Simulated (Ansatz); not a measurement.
# 1T-SnCl2 bilayer (AA) in a perpendicular field

Wanted: the out-of-plane response of the 1T-SnCl2 bilayer (AA). A positive field points along +c.

Method: plane-wave DFT, PBE-D3(BJ), Ansatz PAW, in Ansatz 0.2.0.

## Step 1: Starting point

The cell holds 6 atoms: 4 Cl and 2 Sn. Cell: a = 3.284 Å, b = 3.284 Å, c = 48.424 Å, α = 90.0°, β = 90.0°, γ = 120.0°. Regions: layer 1: 1T-SnCl2, 3 atoms (2 Cl and 1 Sn); layer 2: 1T-SnCl2, 3 atoms (2 Cl and 1 Sn). Vacuum lies along c.

## Step 2: Relaxation

The starting cell is a guess, so the in-plane lattice and the atoms are relaxed first, with the slab cut off from its images along the normal.

Input file input.yaml:

```yaml
crystal:
  lattice:
    - [3.284153, 0.0, 0.0]
    - [-1.6420765, 2.8441599279, 0.0]
    - [0.0, 0.0, 48.4238633585]
  atoms:
    - { symbol: Cl, position: [0.6666666667, 0.3333333333, 0.4099218572] }
    - { symbol: Sn, position: [0.0, 0.0, 0.4389564228] }
    - { symbol: Cl, position: [0.3333333333, 0.6666666667, 0.4679909885] }
    - { symbol: Cl, position: [0.6666666667, 0.3333333333, 0.5320090115] }
    - { symbol: Sn, position: [0.0, 0.0, 0.5610435772] }
    - { symbol: Cl, position: [0.3333333333, 0.6666666667, 0.5900781428] }
  periodic: [true, true, false]
kpoints:
  mp_grid: { grid: [12, 12, 1] }
hamiltonian:
  xc: pbe
  dispersion: d3bj
scf:
  occupations: { method: fermi_dirac, width: 0.05 }
  convergence: { dr2_threshold: 1.0e-09 }
relax:
  f_tol: 0.004
  max_steps: 90
  cell: {}
output:
  write_potential: true
  write_density: true
  volumetric_format: npy
```

Launch:

```sh
ansatz run input.yaml --threads 2 --pin off --max-ram 3072MiB --backend cpu --events-out ev --progress --plain --runs-dir out
```

Numbers of over 12 decimals in the logs are rounded to 6 here.

The log of the run:

```text
Warning: relax.cell: scf.convergence.dr2_threshold = 1e-9 eV is looser than the 1.71143466455e-10 eV advised for a relaxation that steers and ends on the stress (1e-10 eV for each atom of the cell: 6, times the square of relax.cell.stress_2d_tol = 0.05 N/m over 18.7 Å (the atoms' height at the walk's start and 5 Å past either face), 2.670e-2 GPa, over a crystal's default 0.05). What an SCF threshold leaves in a stress goes as its square root, and in the free energy as the threshold itself, and one threshold admits the most on a small cell: [figures from the program's tests cut] Set scf.convergence.dr2_threshold to 1.71143466455e-10 eV or tighter. [rest of the remark cut]
Engine: ansatz 0.2.0, aarch64-unknown-linux-gnu
Pseudopotentials: kind: paw
Pseudopotential: Cl, paw, valence charge 7, recommended cutoff 420 eV (normal), Cl.paw.azcp
Pseudopotential: Sn, paw, valence charge 14, recommended cutoff 420 eV (normal), Sn.paw.azcp
Functional definition: PBE
  parameter kappa = 0.804
  parameter beta = 0.066725
  exchange = pbe_x(kappa = kappa, mu = beta*pi^2/3)
  correlation = pbe_c(beta = beta)
Crystal: 6 atoms, lattice volume = 452.311 Å³
Basis set: ecut = 420 eV, 9017 PW (Γ), exchange–correlation on 48×48×648 points (8 copies of the dense FFT grid, shifted against one another)
Bands: 34, of which v1, the nominal top of the filled ones, is band 28 counted from 1 (27 counted from 0)
Symmetry: 12 space group operations
Space group: P-3m1 (ITA 164), of the structure as read, at distance tolerance 7.7e-5 Å
k-points: 19 of 144
Non-local potential: Cl, projectors of the file, l = 0: 2, l = 1: 2, l = 2: 2
Non-local potential: Sn, projectors of the file, l = 0: 2, l = 1: 2, l = 2: 2, l = 3: 2
PAW form: soft (Blöchl's): semilocal exchange-correlation on the pseudo side does not see the compensation charge
PAW one-centre angular grid: Cl, 110 points (default); XC on 64 Gauss nodes
PAW one-centre angular grid: Sn, 590 points (default); XC on 64 Gauss nodes
Initial density: superposition of atomic densities (neutral atoms: chi_scale 0, normalization atom), corrected by the library's trained network
Initial wavefunctions: pseudopotential atomic-orbital guess
Functional: x = pbe(κ = 0.804, μ = 0.219515), c = pbe(β = 0.066725)
SCF iter   1: F=—  HF=-16361.742144 eV  |F-HF|=—  |Δ(HF+E_count)|=         —  Δρ=4.49e-3  dr2=1.37e-1  ethr=1.77e-3  ⟨swp⟩=19.5  Hψ=5865  notcnv=0
preconditioner: auto → Resta (q_TF=auto, 1.926 Å⁻¹)  ε∞=1.6  [insulator: Δε(μ)=0.656 eV  Ē_g=17.166 eV  σ=0.050 eV  W_gap=0.99  n_scr=28 (ndim 8)  ℏωp=13.1 eV  f_vac=0.747  D(μ)=0.00/eV (n_scr^D=0)  ε∞_Penn≈1.6  vacuum switching on, ρ_ref=2.1e-2 e/Å³]
SCF iter   2: F=—  HF=-16361.712104 eV  |F-HF|=—  |Δ(HF+E_count)|=   3.00e-2  Δρ=2.76e-3  dr2=4.08e-2  ethr=2.44e-4  ⟨swp⟩=4.9  Hψ=1856  notcnv=0  defer=17
SCF iter   3: F=—  HF=-16361.724403 eV  |F-HF|=—  |Δ(HF+E_count)|=   1.23e-2  Δρ=2.16e-3  dr2=1.47e-1  ethr=7.29e-5  ⟨swp⟩=5.1  Hψ=1748  notcnv=0  defer=16  recentre
SCF iter   4: F=—  HF=-16361.711714 eV  |F-HF|=—  |Δ(HF+E_count)|=   1.27e-2  Δρ=1.10e-3  dr2=1.60e-2  ethr=7.29e-5  ⟨swp⟩=5.5  Hψ=1553  notcnv=0  defer=16
SCF iter   5: F=—  HF=-16361.710658 eV  |F-HF|=—  |Δ(HF+E_count)|=   1.06e-3  Δρ=1.49e-4  dr2=6.33e-5  ethr=2.85e-5  ⟨swp⟩=3.2  Hψ=1093  notcnv=0  defer=15
SCF iter   6: F=—  HF=-16361.710651 eV  |F-HF|=—  |Δ(HF+E_count)|=   7.67e-6  Δρ=5.08e-5  dr2=9.94e-6  ethr=1.13e-7  ⟨swp⟩=4.3  Hψ=1854  notcnv=0  defer=15
SCF iter   7: F=—  HF=-16361.710650 eV  |F-HF|=—  |Δ(HF+E_count)|=   1.25e-6  Δρ=1.83e-5  dr2=1.24e-6  ethr=1.77e-8  ⟨swp⟩=3.0  Hψ=1402  notcnv=0  defer=14
SCF iter   8: F=—  HF=-16361.710673 eV  |F-HF|=—  |Δ(HF+E_count)|=   2.36e-5  Δρ=6.63e-6  dr2=3.14e-7  ethr=2.22e-9  ⟨swp⟩=3.2  Hψ=1337  notcnv=0  defer=14
SCF iter   9: F=—  HF=-16361.710673 eV  |F-HF|=—  |Δ(HF+E_count)|=   5.41e-8  Δρ=2.38e-6  dr2=2.91e-8  ethr=5.60e-10  ⟨swp⟩=2.9  Hψ=1303  notcnv=0  defer=14
SCF iter  10: F=-16361.710673 eV  HF=-16361.710673 eV  |F-HF|=4.00e-10  |Δ(HF+E_count)|=   5.26e-9  Δρ=2.49e-7  dr2=2.96e-10  ethr=1.79e-12  ⟨swp⟩=12.7  Hψ=6983  notcnv=0
SCF 1 converged in 10 iterations: F = -16361.710673 eV  dr2 = 2.96e-10
  greatest PAW one-centre occupation: 0.995 electrons in one spin orbital (limit 2), on the Sn atom at site 4 (counted from 0), in its partial waves of l = 2
relax step   1: F+E_penalty+E_count = -16361.71067308 eV  Δ(F+E_penalty+E_count) = +0.000e0 eV  max|allowed force component| = 7.417e0 eV/Å  Δτ_max = 0.0000 Å  P = +83.608 N/m  Ω = 452.311 Å³  fix = [c, alpha, beta]  reactions: c +0.000 N/m  (10 SCF iters, accepted)
Crystal: 6 atoms, lattice volume = 476.598 Å³
Basis set: ecut = 420 eV, 9365 PW (Γ), exchange–correlation on 48×48×648 points (8 copies of the dense FFT grid, shifted against one another)
Initial density: handed on by an earlier stage of this run
Initial wavefunctions: those handed on with the density
iter 1 solved again at ethr=7.28e-4 eV; its pass at ethr=3.10e-3 eV (dr2=4.08e-1 eV) is discarded
SCF iter   1: F=—  HF=-16368.164621 eV  |F-HF|=—  |Δ(HF+E_count)|=         —  Δρ=5.64e-3  dr2=4.10e-1  ethr=7.28e-4  ⟨swp⟩=2.2  Hψ=4955  notcnv=0
preconditioner: auto → Resta (q_TF=auto, 1.909 Å⁻¹)  ε∞=1.6  [insulator: Δε(μ)=1.424 eV  Ē_g=16.304 eV  σ=0.050 eV  W_gap=1.00  n_scr=28 (ndim 8)  ℏωp=12.7 eV  f_vac=0.738  D(μ)=0.00/eV (n_scr^D=0)  ε∞_Penn≈1.6  vacuum switching on, ρ_ref=1.9e-2 e/Å³]
SCF iter   2: F=—  HF=-16368.083690 eV  |F-HF|=—  |Δ(HF+E_count)|=   8.09e-2  Δρ=2.34e-3  dr2=4.84e-2  ethr=7.28e-4  ⟨swp⟩=3.4  Hψ=1284  notcnv=0  defer=6
SCF iter   3: F=—  HF=-16368.080248 eV  |F-HF|=—  |Δ(HF+E_count)|=   3.44e-3  Δρ=1.36e-3  dr2=1.22e-2  ethr=8.64e-5  ⟨swp⟩=3.2  Hψ=1405  notcnv=0  defer=9
SCF iter   4: F=—  HF=-16368.083809 eV  |F-HF|=—  |Δ(HF+E_count)|=   3.56e-3  Δρ=9.97e-4  dr2=2.57e-2  ethr=2.18e-5  ⟨swp⟩=3.9  Hψ=1584  notcnv=0  defer=11
SCF iter   5: F=—  HF=-16368.081863 eV  |F-HF|=—  |Δ(HF+E_count)|=   1.95e-3  Δρ=1.81e-4  dr2=1.83e-4  ethr=2.18e-5  ⟨swp⟩=2.7  Hψ=1071  notcnv=0  defer=15
SCF iter   6: F=—  HF=-16368.081881 eV  |F-HF|=—  |Δ(HF+E_count)|=   1.79e-5  Δρ=6.94e-5  dr2=1.95e-5  ethr=3.27e-7  ⟨swp⟩=3.8  Hψ=1729  notcnv=0  defer=15
SCF iter   7: F=—  HF=-16368.081896 eV  |F-HF|=—  |Δ(HF+E_count)|=   1.50e-5  Δρ=1.71e-5  dr2=1.11e-6  ethr=3.48e-8  ⟨swp⟩=2.9  Hψ=1330  notcnv=0  defer=15
SCF iter   8: F=—  HF=-16368.081908 eV  |F-HF|=—  |Δ(HF+E_count)|=   1.23e-5  Δρ=6.51e-6  dr2=1.61e-7  ethr=1.98e-9  ⟨swp⟩=3.6  Hψ=1761  notcnv=0  defer=14
[...]
relax step   8: F+E_penalty+E_count = -16373.07691273 eV  Δ(F+E_penalty+E_count) = -4.287e-3 eV  max|allowed force component| = 4.359e-2 eV/Å  Δτ_max = 0.0317 Å  P = -0.154 N/m  Ω = 690.574 Å³  energy of the carried Pulay correction = -2.610e-2 eV  fix = [c, alpha, beta]  reactions: c -0.000 N/m  (9 SCF iters, accepted)
relax step   9: F+E_penalty+E_count = -16373.07784970 eV  Δ(F+E_penalty+E_count) = -9.370e-4 eV  max|allowed force component| = 3.607e-3 eV/Å  Δτ_max = 0.0301 Å  P = +0.010 N/m  Ω = 691.515 Å³  energy of the carried Pulay correction = -2.618e-2 eV  fix = [c, alpha, beta]  reactions: c +0.000 N/m  (8 SCF iters, accepted)
relax step  10: F+E_penalty+E_count = -16373.07787370 eV  Δ(F+E_penalty+E_count) = -2.400e-5 eV  max|allowed force component| = 9.118e-4 eV/Å  Δτ_max = 0.0136 Å  P = +0.010 N/m  Ω = 691.903 Å³  energy of the carried Pulay correction = -2.622e-2 eV  fix = [c, alpha, beta]  reactions: c +0.000 N/m  (8 SCF iters, accepted)
relax step  11: F+E_penalty+E_count = -16373.21939746 eV  Δ(F+E_penalty+E_count) = -1.415e-1 eV  max|allowed force component| = 2.257e-3 eV/Å  Δτ_max = 0.0000 Å  P = +1.963 N/m  Ω = 691.903 Å³  fix = [c, alpha, beta]  reactions: c +0.000 N/m  stress off target by 1.96e0 N/m on what of the cell is left free  SCF on the basis re-selected at this cell (its energy is not comparable with the rows above)  (8 SCF iters)
relax step  12: F+E_penalty+E_count = -16373.28705949 eV  Δ(F+E_penalty+E_count) = -6.766e-2 eV  max|allowed force component| = 3.951e-2 eV/Å  Δτ_max = 0.1179 Å  P = +0.046 N/m  Ω = 741.972 Å³  energy of the carried Pulay correction = -1.455e-3 eV  fix = [c, alpha, beta]  reactions: c +0.000 N/m  (10 SCF iters, accepted)
relax step  13: F+E_penalty+E_count = -16373.28166464 eV  Δ(F+E_penalty+E_count) = +5.395e-3 eV  max|allowed force component| = 3.754e-2 eV/Å  Δτ_max = 0.1232 Å  P = -0.789 N/m  Ω = 772.312 Å³  energy of the carried Pulay correction = -2.570e-3 eV  fix = [c, alpha, beta]  (9 SCF iters, rejected (line search))
relax step  14: F+E_penalty+E_count = -16373.29077247 eV  Δ(F+E_penalty+E_count) = -3.713e-3 eV  max|allowed force component| = 1.377e-2 eV/Å  Δτ_max = 0.0600 Å  P = +0.035 N/m  Ω = 747.913 Å³  energy of the carried Pulay correction = -1.658e-3 eV  fix = [c, alpha, beta]  reactions: c +0.000 N/m  (9 SCF iters, accepted)
relax step  15: F+E_penalty+E_count = -16373.29260330 eV  Δ(F+E_penalty+E_count) = -1.831e-3 eV  max|allowed force component| = 1.691e-3 eV/Å  Δτ_max = 0.0912 Å  P = -0.001 N/m  Ω = 753.815 Å³  energy of the carried Pulay correction = -1.868e-3 eV  fix = [c, alpha, beta]  reactions: c -0.000 N/m  (9 SCF iters, accepted)
relax step  16: F+E_penalty+E_count = -16373.29262384 eV  Δ(F+E_penalty+E_count) = -2.054e-5 eV  max|allowed force component| = 3.235e-3 eV/Å  Δτ_max = 0.0062 Å  P = +0.003 N/m  Ω = 753.460 Å³  energy of the carried Pulay correction = -1.855e-3 eV  fix = [c, alpha, beta]  reactions: c +0.000 N/m  (7 SCF iters, accepted)
iter 1 solved again at ethr=5.32e-7 eV; its pass at ethr=3.10e-3 eV (dr2=2.98e-4 eV) is discarded
SCF iter   1: F=—  HF=-16373.294470 eV  |F-HF|=—  |Δ(HF+E_count)|=         —  Δρ=3.62e-5  dr2=1.39e-6  ethr=5.32e-7  ⟨swp⟩=5.2  Hψ=6337  notcnv=0
SCF iter   2: F=—  HF=-16373.294358 eV  |F-HF|=—  |Δ(HF+E_count)|=   1.12e-4  Δρ=1.75e-5  dr2=3.26e-7  ethr=2.47e-9  ⟨swp⟩=2.8  Hψ=1497  notcnv=0
SCF iter   3: F=—  HF=-16373.294394 eV  |F-HF|=—  |Δ(HF+E_count)|=   3.53e-5  Δρ=4.09e-6  dr2=2.14e-8  ethr=5.82e-10  ⟨swp⟩=3.0  Hψ=1312  notcnv=0
SCF iter   4: F=—  HF=-16373.294398 eV  |F-HF|=—  |Δ(HF+E_count)|=   4.26e-6  Δρ=5.85e-7  dr2=2.85e-9  ethr=3.82e-11  ⟨swp⟩=2.1  Hψ=1204  notcnv=0
SCF iter   5: F=-16373.294398 eV  HF=-16373.294398 eV  |F-HF|=2.89e-8  |Δ(HF+E_count)|=   9.92e-9  Δρ=1.55e-7  dr2=1.07e-10  ethr=1.79e-12  ⟨swp⟩=13.9  Hψ=5250  notcnv=0
SCF 17 converged in 5 iterations: F = -16373.294398 eV  dr2 = 1.07e-10
relax step  17: F+E_penalty+E_count = -16373.29439801 eV  Δ(F+E_penalty+E_count) = -1.774e-3 eV  max|allowed force component| = 3.225e-3 eV/Å  Δτ_max = 0.0000 Å  P = -0.003 N/m  Ω = 753.460 Å³  fix = [c, alpha, beta]  reactions: c -0.000 N/m  stress off target by 2.60e-3 N/m on what of the cell is left free  SCF on the basis re-selected at this cell (its energy is not comparable with the rows above)  (5 SCF iters)
basis re-selected at this cell: Δ(F+E_penalty+E_count) = -1.774e-3 eV, ΔP = -0.005 N/m vs the last step (what re-selecting the basis moved, of the pressure what is left beyond the Pulay correction that the steps carried, after the strain that the cell walked since its last selection, with what the two solves' SCF thresholds leave and, on support functions, any second-order correction that the steps lacked; it is no m [...]
WARN: The output density's exchange-correlation potential varies sharply where the density is thin. Do not read a vacuum level from v_tot or v_xc, or from such a field of the output density. On a cell that repeats whose density bears no net charge and no dipole along the vacuum's axis use v_es (v_loc + v_h of the components); under efield.dipole_correction with no amplitude use v_es + v_field, which holds any externa [...]
SCF converged after 5 iterations
Free energy (F): -16373.294398 eV
Harris-Foulkes:  -16373.294398 eV  (|F-HF|=2.89e-8)
Internal energy: -16373.294398 eV  (E = F + TS)
E sigma→0 (E₀):  -16373.294398 eV
Fermi energy:    -5.488085 eV
--- Per-component energies (eV) ---
  E_band       = -975.369240
  E_kinetic    = 1010.242709
  E_local      = -158333.509440  (includes V_loc(G=0)·N_el)
  E_nonlocal   = 47.221738
  E_hartree    = 78829.140151
  E_xc         = -1194.999861
  E_vxc        = -680.187245  (∫ρ·V_xc dr)
  E_paw        = -10897.051097  (= ΣΔE_a)
  E_vpaw       = -677.419172  (= ΣTr[D̂ρ^β])
  E_aug_tail   = 0.000363  (compensation charges beyond the density's cutoff)
  E_ewald      = 74166.692952
  E_disp       = -1.031914  (pairwise vdW)
  E_smearing   = -0.000000  (= −TS)
  E_closure    = 0.000000  (closes the sum)
  Σ components = -16373.294398   (vs F -16373.294398, Δ=0.00e0)
--- Forces (eV/Å), atoms counted from 1 ---
  atom   1  Cl     0.00000000     0.00000000     0.00182446
  atom   2  Sn    -0.00000000     0.00000000    -0.00322461
  atom   3  Cl     0.00000000    -0.00000000     0.00176419
  atom   4  Cl     0.00000000     0.00000000    -0.00176419
  atom   5  Sn     0.00000000    -0.00000000     0.00322461
  atom   6  Cl     0.00000000    -0.00000000    -0.00182446
  max |Σ_I F_I| component: 2.17e-19 eV/Å
--- 2D stress c σ (N/m, compression-positive) ---
       -0.002604       0.000000       0.000000
       -0.000000      -0.002604      -0.000000
        0.000000      -0.000000      -0.000000
  P = ½ c Tr σ = -0.0026 N/m
--- Band table (eV; the first three rows and the last of 19) ---
  k-point 0: bands = [... 24 lower, -8.7033, -8.3574, -7.6793, -7.2103, -4.4050, -4.2682, -2.6825, -2.6825, ... 2 higher]
  k-point 1: bands = [... 24 lower, -8.6409, -8.3343, -7.4945, -7.1685, -4.2345, -4.1092, -2.7421, -2.7023, ... 2 higher]
  k-point 2: bands = [... 24 lower, -8.5866, -8.3195, -7.1990, -7.0804, -3.8727, -3.7417, -2.8976, -2.7184, ... 2 higher]
  k-point 18: bands = [... 24 lower, -8.4454, -8.4454, -6.8451, -6.6569, -2.4439, -2.4439, -2.2206, -2.2206, ... 2 higher]
--- Relaxed structure (15 steps of the walk, 14 accepted, 2 SCFs on fresh bases) ---
  F+E_penalty+E_count = -16373.29439801 eV   max|allowed force component| = 3.225e-3 eV/Å   (the final SCF, on the basis selected at the relaxed cell)
  cell:  # Å, volume = 753.4595 Å³
    - [4.238722, 0, 0]
    - [-2.119361, 3.670841, 0]
    - [0, 0, 48.4238633585]
  atoms:
    - { symbol: Cl, position: [0.666667, 0.333333, 0.408652] }
    - { symbol: Sn, position: [1.683577843296467e-18, 0, 0.439847] }
    - { symbol: Cl, position: [0.333333, 0.666667, 0.470871] }
    - { symbol: Cl, position: [0.666667, 0.333333, 0.529129] }
    - { symbol: Sn, position: [-1.6835778432964878e-18, 0, 0.560153] }
    - { symbol: Cl, position: [0.333333, 0.666667, 0.591348] }
```

It took 3.6 min on 2 threads of Arm Neoverse V1, shared host; peak memory 1 GiB; 7.2 min of CPU time.

Relaxation path:

```csv
step,energy less that of the first step (eV),largest force component (eV/Å),volume (Å³)
1,0.0000,7.4171,452.31
2,-6.3712,4.0524,476.60
3,-9.0644,1.6410,497.90
4,-10.3698,0.5775,546.26
5,-10.9766,0.1038,595.77
6,-11.2837,0.0980,647.44
7,-11.3620,0.0975,696.31
8,-11.3662,0.0436,690.57
9,-11.3672,0.0036,691.51
10,-11.3672,0.0009,691.90
11*,-11.5087,0.0023,691.90
12,-11.5764,0.0395,741.97
13,-11.5710,0.0375,772.31
14,-11.5801,0.0138,747.91
15,-11.5819,0.0017,753.82
16,-11.5820,0.0032,753.46
17*,-11.5837,0.0032,753.46
```

Relaxation steps marked * repeat the geometry before them on a plane-wave basis chosen anew for their cell, so energy and pressure can jump there. Relaxation step 13 was tried and not accepted.

Forces are held to the 12 operations that the run works with; a distortion that breaks them can't arise in this run.

```csv
cell as run,before,after,change
a (Å),3.284,4.239,+29.1 %
b (Å),3.284,4.239,+29.1 %
```

The atoms that moved most (Å, along periodic axes as changes of fractional coordinates times the final cell, across vacuum about the mean position):

```csv
atom,dx,dy,dz,length
Cl3,0.000,0.000,0.139,0.139
Cl4,0.000,0.000,-0.139,0.139
Cl6,0.000,0.000,0.061,0.061
Cl1,0.000,0.000,-0.061,0.061
Sn5,0.000,0.000,-0.043,0.043
Sn2,0.000,0.000,0.043,0.043
```

The relaxed structure:

```xyz
6
Lattice="4.2387 0.0000 0.0000 -2.1194 3.6708 0.0000 0.0000 0.0000 48.4239" Properties=species:S:1:pos:R:3
Cl    2.1194    1.2236   19.7885
Sn    0.0000    0.0000   21.2991
Cl    0.0000    2.4472   22.8014
Cl    2.1194    1.2236   25.6225
Sn    0.0000    0.0000   27.1248
Cl    0.0000    2.4472   28.6354
```

This step gave:

```yaml
gap_on_the_k_mesh: 2.252 eV
```

The lattice constant a goes from 3.284 to 4.239 Å.

(Continued in part 2 of 3.)

[Logs are printed without paths, hosts, clocks, repeated set-up lines and the standing remarks that a program may print on its own settings, such as how far it seeks lower states.]

[Hosts, paths, dates, database ids (printed as entryN), source tags and the programs' standing remarks are cut or masked in the printed files.]

[Maps of the electrostatic potential energy from Ansatz leave out the sawtooth potential of an applied field or a dipole correction, so their vacuum need not be flat; planar profiles and work functions include it.]
